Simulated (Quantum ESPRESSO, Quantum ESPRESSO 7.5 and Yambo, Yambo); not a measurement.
## SrB6 (Pm-3m): a GW run with a negative gap

Aim: the G0W0 gap of SrB6 (Pm-3m).

Program: Quantum ESPRESSO 7.5 and Yambo 5.3.0. Level of theory: LDA and many-body steps on it, plane waves. Results are calculated unless marked as measured.

Most raw output is cut from this account.

The database entry behind the starting cell differs from later determinations by our own check (about 0.2 % short, old inner coordinate), so it need not match the best structure at ambient conditions.

### Step 1. The starting structure

The structure is cubic, space group Pm-3m (No. 221). Conventional cell: a = 4.190 Å, b = 4.190 Å, c = 4.190 Å, α = 90.00°, β = 90.00°, γ = 90.00°. Nearest to Sr lie 24 B at 3.08 Å. Nearest to B lie 6 B at 1.70 to 2.49 Å and 4 Sr at 3.08 Å. Farther neighbours are not listed.

Coordinates:

```cif
data_structure
_symmetry_space_group_name_H-M 'P 1'
_symmetry_Int_Tables_number 1
_cell_length_a 4.1900
_cell_length_b 4.1900
_cell_length_c 4.1900
_cell_angle_alpha 90.000
_cell_angle_beta 90.000
_cell_angle_gamma 90.000
_cell_volume 73.56
loop_
_atom_site_label
_atom_site_type_symbol
_atom_site_fract_x
_atom_site_fract_y
_atom_site_fract_z
_atom_site_occupancy
Sr1 Sr 0.00000 0.00000 0.00000 1
B2 B 0.50000 0.50000 0.20313 1
B3 B 0.50000 0.50000 0.79687 1
B4 B 0.20313 0.50000 0.50000 1
B5 B 0.79687 0.50000 0.50000 1
B6 B 0.50000 0.20313 0.50000 1
B7 B 0.50000 0.79687 0.50000 1
```

Geometry: measured (diffraction); atoms relaxed with LDA. The runs that relaxed it are not among those shown.

### Step 2. Ground state

This step: Quantum ESPRESSO 7.5; DFT, LDA, plane waves, norm-conserving pseudopotentials.

The ground-state density comes first.

The input, pw.in:

```
&control
  calculation = 'scf'
  prefix = 'x'
  outdir = 'o'
  pseudo_dir = 'pseudo'
  tprnfor = .true.
  tstress = .true.
/
&system
  ibrav = 0
  nat = 7
  ntyp = 2
  ecutwfc = 76.0
  nbnd = 21
  force_symmorphic = .true.
/
&electrons
  conv_thr = 1e-10
  electron_maxstep = 80
  mixing_beta = 0.5
/
ATOMIC_SPECIES
  Sr 87.62 Sr.upf
  B 10.81 B.upf
CELL_PARAMETERS angstrom
  4.1900000000 0.0000000000 0.0000000000
  0.0000000000 4.1900000000 0.0000000000
  0.0000000000 0.0000000000 4.1900000000
ATOMIC_POSITIONS crystal
  Sr 0.0000000000 0.0000000000 0.0000000000
  B 0.5000000000 0.5000000000 0.2031272642
  B 0.5000000000 0.5000000000 0.7968727358
  B 0.2031272642 0.5000000000 0.5000000000
  B 0.7968727358 0.5000000000 0.5000000000
  B 0.5000000000 0.2031272642 0.5000000000
  B 0.5000000000 0.7968727358 0.5000000000
K_POINTS automatic
  6 6 6 0 0 0
```

Command:

```sh
OMP_NUM_THREADS=1 mpirun -n 8 pw.x -nk 8 -in pw.in > pw.out
```

Run time: 7.2 s. Hardware: 8 MPI ranks of Arm Neoverse V2, shared host; peak memory 0.56 GiB; 57 s of CPU time.

This step gave:

| Quantity | Value |
| --- | --- |
| total energy | -1418.6506 eV |
| gap | 0.1003 eV |
| k of the valence top | 0, 0, 0.3333 |
| k of the conduction bottom | 0, 0, -0.5 |
| least direct gap | 0.1709 eV |
| pressure | -6.109 GPa |

The gap is indirect, with the least direct gap 0.07 eV higher. The pressure of -6 GPa says that this functional would shrink the cell; it is kept.

### Step 3. Ground state

pw.in: that of step 2 with these lines changed.

```diff
@@ -12,3 +12,3 @@
   ntyp = 2
-  ecutwfc = 76.0
+  ecutwfc = 68.0
   nbnd = 21
```

Elapsed: 6.7 s, on 8 MPI ranks; peak memory 0.57 GiB.

This step gave:

- total energy: -1418.6358 eV
- gap: 0.1002 eV
- k of the valence top: 0, 0, 0.3333
- k of the conduction bottom: 0, 0, -0.5
- least direct gap: 0.1712 eV
- pressure: -6.332 GPa

The gap is 0.100 eV, as in the run before at this level.

### Step 4. G0W0

This step: Yambo 5.3.0; G0W0 on LDA, plane waves, norm-conserving pseudopotentials.

G0W0 replaces the xc potential by the self-energy, built once from these orbitals. Only a window of levels is corrected, while the sums run over the empty bands that the input names.

The input, gw1.in:

```
HF_and_locXC
gw0
dyson
ppa
em1d
rim_cut
RandQpts= 1000000
RandGvec= 1 RL
EXXRLvcs= 68 Ry
VXCRLvcs= 272 Ry
Chimod= "HARTREE"
% BndsRnXp
 1 | 320 |
%
NGsBlkXp= 17 Ry
% LongDrXp
 1 | 1 | 1 |
%
% GbndRnge
 1 | 320 |
%
DysSolver= "n"
ExtendOut
PPAPntXp= 27.21138 eV
% QPkrange
 3 | 3 | 13 | 16 |
 1 | 1 | 13 | 16 |
%
```

Command:

```sh
OMP_NUM_THREADS=2 mpirun -n 4 yambo -F gw1.in -J gw1 -C gw1 > gw1.log
```

Run time: 10 min. Hardware: 4 MPI ranks; peak memory 2.5 GiB.

The G0W0 gap on the mesh is -0.050 eV.

### Step 5. The gaps

```csv
run,starting gap (eV),gap (eV)
G0W0,0.171,-0.050
```

### Step 6. Outcome

| Property | Result |
| --- | --- |
| outcome | negative gap, no value to quote |
| settings | 4×4×4 mesh, 320 bands, screening to 231.3 eV |

**Reading.** The lowest empty level came out 0.05 eV under the highest filled one. A one-shot correction keeps the start's filling, so a negative gap says that the order of the edge states has changed or that the run is at fault; it is no gap of the crystal. No run here shows the cause. In the G0W0 run levels were corrected at 2 k points alone, so a gap called «on the mesh» is the least over those, and an edge elsewhere would be missed. The 4×4×4 mesh is coarse for this cell, which bears on the long-range parts of exchange and screening. The many-body steps are scalar-relativistic: spin-orbit coupling is not in them.

[Paths, hosts, dates, memory and timing lines, banners, echoed tables and standing remarks are left out of the program output.]

[Logs are printed without paths, hosts, clocks, repeated set-up lines and the standing remarks that a program may print on its own settings, such as how far it seeks lower states.]

[Runs of the session that timed out or met a known fault of the program may be left out.]

[Hosts, paths, dates, database ids (printed as entryN), source tags and the programs' standing remarks are cut or masked in the printed files.]
